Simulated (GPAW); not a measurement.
## Dielectric function and optical constants of Re

Aim: the dielectric function of Re, and the optical constants that follow from it.

Main program and level: GPAW 26.7.0; DFT, PBE, plane-wave PAW (GPAW data sets), scalar-relativistic, RPA, optical limit.

Most raw output is cut from this account.

## Step 1: The starting structure

The structure is hexagonal, space group P6_3/mmc (No. 194). Conventional cell: a = 2.761 Å, b = 2.761 Å, c = 4.458 Å, α = 90.00°, β = 90.00°, γ = 120.00°. Nearest to Re lie 12 Re at 2.74 to 2.76 Å.

## Step 2: Ground state

The self-consistent density comes first; it also tells whether there is a gap, which decides the occupations and the need for a Drude term.

This step: DFT, PBE, plane-wave PAW (GPAW data sets), scalar-relativistic, ground state (GPAW 26.7.0).

The input, gs.py:

```python
from ase import Atoms
from ase.dft.bandgap import bandgap
from gpaw import GPAW, PW, FermiDirac

atoms = Atoms(['Re', 'Re'],
              cell=[[2.760800000000, 0.000000000000, 0.000000000000],
                    [-1.380400000000, 2.390922934800, 0.000000000000],
                    [0.000000000000, 0.000000000000, 4.458200000000]],
              scaled_positions=[[0.666666666700, 0.333333333300, 0.750000000000],
                                [0.333333333300, 0.666666666700, 0.250000000000]],
              pbc=[True, True, True])
atoms.calc = GPAW(mode=PW(500), xc='PBE', kpts={'size': (9, 9, 5), 'gamma': True},
                  occupations=FermiDirac(0.05), maxiter=150, txt='gs.txt')
print('energy (eV)', atoms.get_potential_energy())
print('Fermi level (eV)', atoms.calc.get_fermi_level())
print('valence electrons', atoms.calc.get_number_of_electrons())
print('gap (eV)', bandgap(atoms.calc, output=None)[0])
print('direct gap (eV)', bandgap(atoms.calc, direct=True, output=None)[0])
atoms.calc.write('gs.gpw')
```

Started as:

```
$ OMP_NUM_THREADS=1 python gs.py
```

It took 15 s on 1 thread of Arm Neoverse V1, shared host; peak memory 0.14 GiB.

Read-outs, printed or worked out from the files:

| Quantity | Value |
| --- | --- |
| energy | -23.30 eV |
| Fermi energy | 14.30 eV |
| electrons | 26 |

There are states at the Fermi level within the smearing, so the occupations stay smeared and the carriers get a Drude term.

## Step 3: Bands for the response

At the fixed density, many empty bands are solved on the mesh of the response, since the spectrum sums over them.

This step: DFT, PBE, plane-wave PAW (GPAW data sets), scalar-relativistic, bands at fixed density (GPAW 26.7.0).

The input, nscf.py:

```python
from ase.dft.bandgap import bandgap
from gpaw import GPAW, FermiDirac

calc = GPAW('gs.gpw').fixed_density(kpts={'size': (18, 18, 10), 'gamma': True}, nbands=43, convergence={'bands': 37},
                                    occupations=FermiDirac(0.05), txt='nscf.txt')
print('gap (eV)', bandgap(calc, output=None)[0])
print('direct gap (eV)', bandgap(calc, direct=True, output=None)[0])
print('top band over the Fermi level (eV)', min(calc.get_eigenvalues(kpt=k)[36] for k in range(len(calc.get_ibz_k_points()))) - calc.get_fermi_level())
calc.write('full.gpw', mode='all')
```

Started as:

```
$ OMP_NUM_THREADS=1 python nscf.py
```

Wall time 5 min (1 thread); peak memory 0.35 GiB.

## Step 4: Dielectric function, RPA

Transitions between filled and empty bands, summed over the zone, give the optical response, so mesh, band count and broadening shape it.

The induced potential is part of this response.

This step: DFT, PBE, plane-wave PAW (GPAW data sets), scalar-relativistic, RPA, optical limit (GPAW 26.7.0).

The input, df.py:

```python
from gpaw.response.df import DielectricFunction

df = DielectricFunction('full.gpw', frequencies={'type': 'nonlinear', 'domega0': 0.03, 'omega2': 8},
                        ecut=50,
                        eta=0.15,
                        nbands=37,
                        rate=0.05,
                        txt='df.txt')
for direction in ['x', 'z']:
    df.get_dielectric_function(xc='RPA', direction=direction, filename=f'df_{direction}.csv')
```

Started as:

```
$ OMP_NUM_THREADS=1 python df.py
```

It took 43 s on 1 thread; peak memory 0.22 GiB.

The Im ε has structure finer than the step of the table below, so its rows give means over 0.5 eV, whole bins alone (the curve runs from 0.305 to 14.0 eV). Peaks (eV: height): E ∥ x 2.59: 23.5, 4.29: 23.0; E ∥ z 3.02: 17.8, 5.32: 16.9.

Sum at mesh points, not converged in k. Table of Im ε by photon energy; means over each step:

```csv
photon energy (eV),E ∥ x,E ∥ z
1.0,33.0,31.8
1.5,20.7,20.6
2.0,19.3,18.7
2.5,22.4,17.0
3.0,21.0,16.3
3.5,18.8,15.3
4.0,20.9,15.0
4.5,21.7,15.7
5.0,15.0,16.3
5.5,11.3,14.6
6.0,8.92,9.33
6.5,7.70,6.90
7.0,5.83,5.74
7.5,4.04,4.59
8.0,3.63,3.61
8.5,3.15,3.62
9.0,2.91,4.02
9.5,2.91,4.08
10.0,3.19,4.18
10.5,4.25,3.54
11.0,3.83,3.69
11.5,3.26,3.21
12.0,3.02,3.04
12.5,2.61,3.19
13.0,2.44,2.55
13.5,2.40,2.52
```

Values under 1 per cm are given as 1; sum at mesh points, not converged in k. Table of absorption coefficient by photon energy:

```csv
photon energy (eV),E ∥ x (1/cm),E ∥ z (1/cm)
0.492,7.2e5,8.4e5
1.010,6.8e5,8.0e5
1.486,5.8e5,7.1e5
1.985,5.8e5,7.3e5
2.508,7.9e5,8.2e5
3.018,9.4e5,9.1e5
3.510,1.1e6,9.9e5
3.980,1.2e6,1.1e6
4.516,1.7e6,1.3e6
4.981,1.8e6,1.5e6
5.515,1.8e6,1.9e6
6.021,1.8e6,1.9e6
6.494,1.9e6,1.8e6
6.985,1.9e6,1.8e6
7.496,1.8e6,1.7e6
8.026,1.6e6,1.6e6
8.516,1.5e6,1.4e6
9.023,1.5e6,1.5e6
9.483,1.4e6,1.5e6
10.026,1.3e6,1.7e6
10.519,1.7e6,1.7e6
11.029,1.9e6,1.8e6
11.479,1.8e6,1.8e6
12.023,1.8e6,1.7e6
12.504,1.8e6,2.0e6
13.000,1.7e6,1.7e6
13.512,1.8e6,1.7e6
```

The reflectivity at normal incidence has structure finer than the step of the table below, so its rows give means over 0.5 eV, whole bins alone (the curve runs from 0.305 to 14.0 eV). Peaks (eV: height): E ∥ x 4.75: 62.8, 11.03: 38.5; E ∥ z 6.12: 62.7, 10.24: 39.2, 11.40: 38.6, 12.59: 37.4.

Sum at mesh points, not converged in k. Reflectivity at normal incidence against photon energy; means over each step:

```csv
photon energy (eV),E ∥ x (%),E ∥ z (%)
1.0,82.6,88.8
1.5,63.7,73.4
2.0,51.8,60.2
2.5,52.9,54.9
3.0,52.8,50.3
3.5,51.7,49.4
4.0,52.5,47.9
4.5,59.9,49.9
5.0,62.3,52.7
5.5,61.1,59.9
6.0,59.3,62.2
6.5,59.3,58.4
7.0,61.0,56.5
7.5,60.2,54.2
8.0,52.6,49.5
8.5,47.9,37.6
9.0,41.3,36.1
9.5,34.4,34.5
10.0,26.2,36.9
10.5,31.7,36.5
11.0,37.7,34.4
11.5,36.4,36.6
12.0,36.4,31.8
12.5,36.0,35.4
13.0,32.2,32.9
13.5,32.2,28.2
```

Sum at mesh points, not converged in k. The Im ε, E ∥ x by photon energy; read off at these points:

```csv
photon energy (eV),without local fields,with local fields
0.500,94.3,94.2
0.750,45.6,45.5
1.000,32.3,32.2
1.250,23.2,23.2
1.500,20.5,20.5
1.750,19.8,19.8
2.000,19.1,19.1
2.250,20.6,20.4
2.500,23.4,23.2
2.547,23.8,23.5
2.585,23.8,23.5
2.750,21.2,21.2
3.000,21.4,21.5
3.250,20.3,20.5
3.500,18.2,18.8
3.750,17.1,17.3
4.000,21.8,21.9
4.250,23.1,22.9
4.290,23.2,23.0
4.334,23.3,23.0
4.500,22.7,22.3
4.750,18.4,18.2
5.000,15.1,15.1
5.250,12.6,12.5
5.500,11.4,11.4
5.750,9.85,9.79
6.000,8.84,8.85
6.250,8.19,8.30
6.500,7.63,7.81
6.750,6.56,6.66
7.000,5.86,5.89
7.250,4.76,4.79
7.500,3.94,3.97
7.750,3.54,3.57
8.000,3.78,3.81
8.250,3.32,3.36
8.500,3.04,3.07
8.750,3.13,3.15
9.000,2.78,2.80
9.250,2.91,2.93
9.500,2.97,2.98
9.750,2.67,2.68
10.000,3.13,3.13
10.250,3.87,3.91
10.500,4.23,4.30
10.750,4.19,4.31
11.000,3.73,3.80
11.250,3.36,3.42
11.500,3.16,3.22
11.750,3.13,3.21
12.000,2.91,2.98
12.250,2.80,2.88
12.500,2.49,2.55
12.750,2.45,2.48
13.000,2.41,2.42
13.250,2.44,2.45
13.500,2.43,2.47
13.750,2.11,2.14
```

Sum at mesh points, not converged in k. Table of loss function −Im 1/ε at q → 0 by energy loss; read off at these points:

```csv
energy loss (eV),E ∥ x,E ∥ z
0.500,0.00212,0.00123
0.750,0.00586,0.00334
1.000,0.0127,0.00693
1.250,0.0240,0.0143
1.500,0.0429,0.0287
1.750,0.0496,0.0391
2.000,0.0515,0.0477
2.250,0.0459,0.0516
2.500,0.0415,0.0564
2.750,0.0469,0.0683
3.000,0.0458,0.0564
3.250,0.0485,0.0644
3.500,0.0533,0.0637
3.750,0.0560,0.0708
4.000,0.0450,0.0648
4.250,0.0436,0.0650
4.500,0.0428,0.0630
4.750,0.0451,0.0643
5.000,0.0512,0.0595
5.250,0.0584,0.0566
5.500,0.0614,0.0551
5.750,0.0685,0.0596
6.000,0.0753,0.0653
6.250,0.0812,0.0788
6.500,0.0797,0.0871
6.750,0.0838,0.0990
7.000,0.0886,0.104
7.250,0.0919,0.115
7.500,0.109,0.129
7.750,0.136,0.144
8.000,0.160,0.169
8.250,0.167,0.223
8.500,0.200,0.247
8.750,0.223,0.230
9.000,0.249,0.225
9.250,0.292,0.231
9.500,0.289,0.239
9.750,0.349,0.218
9.820,0.355,0.221
10.000,0.320,0.219
10.250,0.256,0.218
10.500,0.230,0.254
10.750,0.217,0.270
11.000,0.226,0.245
11.250,0.250,0.238
11.500,0.269,0.267
11.750,0.269,0.296
12.000,0.283,0.316
12.250,0.289,0.286
12.500,0.310,0.262
12.750,0.350,0.303
13.000,0.361,0.361
13.250,0.375,0.360
13.500,0.351,0.380
13.599,0.366,0.384
13.750,0.401,0.366
```

From ε follow the optical constants at some laser and lamp lines:

```csv
wavelength (nm),n x,k x,R (%) x,1/α x,n z,k z,R (%) z,1/α z
1550,2.51,8.437,88.0,15 nm,2.15,9.927,92.1,12 nm
800,2.77,3.714,60.4,17 nm,2.31,4.617,71.3,14 nm
633,3.22,2.929,51.2,17 nm,2.59,3.661,60.6,14 nm
532,3.73,2.891,51.5,15 nm,2.80,3.399,56.9,12 nm
450,3.40,3.108,53.1,12 nm,2.63,2.772,49.6,13 nm
365,3.19,3.107,53.1,9.3 nm,2.80,2.754,49.2,11 nm
193,1.44,2.829,58.8,5.4 nm,1.34,2.714,58.3,5.7 nm
```

In reflection the computed colour is light grey: x = 0.317, y = 0.334, luminous reflectivity 54 %.

## Step 5: Summary of results

In words: At this level (PBE, RPA) Re is a metal. The mesh is too coarse to trust the carriers' weight, the reflectivity or the colour to better than tens of per cent. In reflection the computed colour is light grey: x = 0.317, y = 0.334, luminous reflectivity 54 %. The carriers' damping of 0.05 eV is typed, not computed; it shapes the response at the lowest energies. Spin-orbit coupling is left out although heavy atoms are present. In this version of GPAW the matrix elements of the optical limit are incomplete, which can lower ε − 1 by up to a tenth where first-row anions or d states rule, and shift it by more in d metals. GPAW's carrier term has the form −ωp²/(ω + i·rate)², which damps like twice the rate and fails at low energy, so the curves leave the lowest energies out. The sum runs over mesh points 0.15 Å⁻¹ apart with no interpolation, so peaks are partly noise of the mesh, and the Drude plasma energy, a sum over the Fermi surface, isn't converged.

[Machine, clock and banner lines and Python warnings are left out of the logs.]

[Logs are printed without paths, hosts, clocks, repeated set-up lines and the standing remarks that a program may print on its own settings, such as how far it seeks lower states.]

[Hosts, paths, dates, database ids (printed as entryN), source tags and the programs' standing remarks are cut or masked in the printed files.]
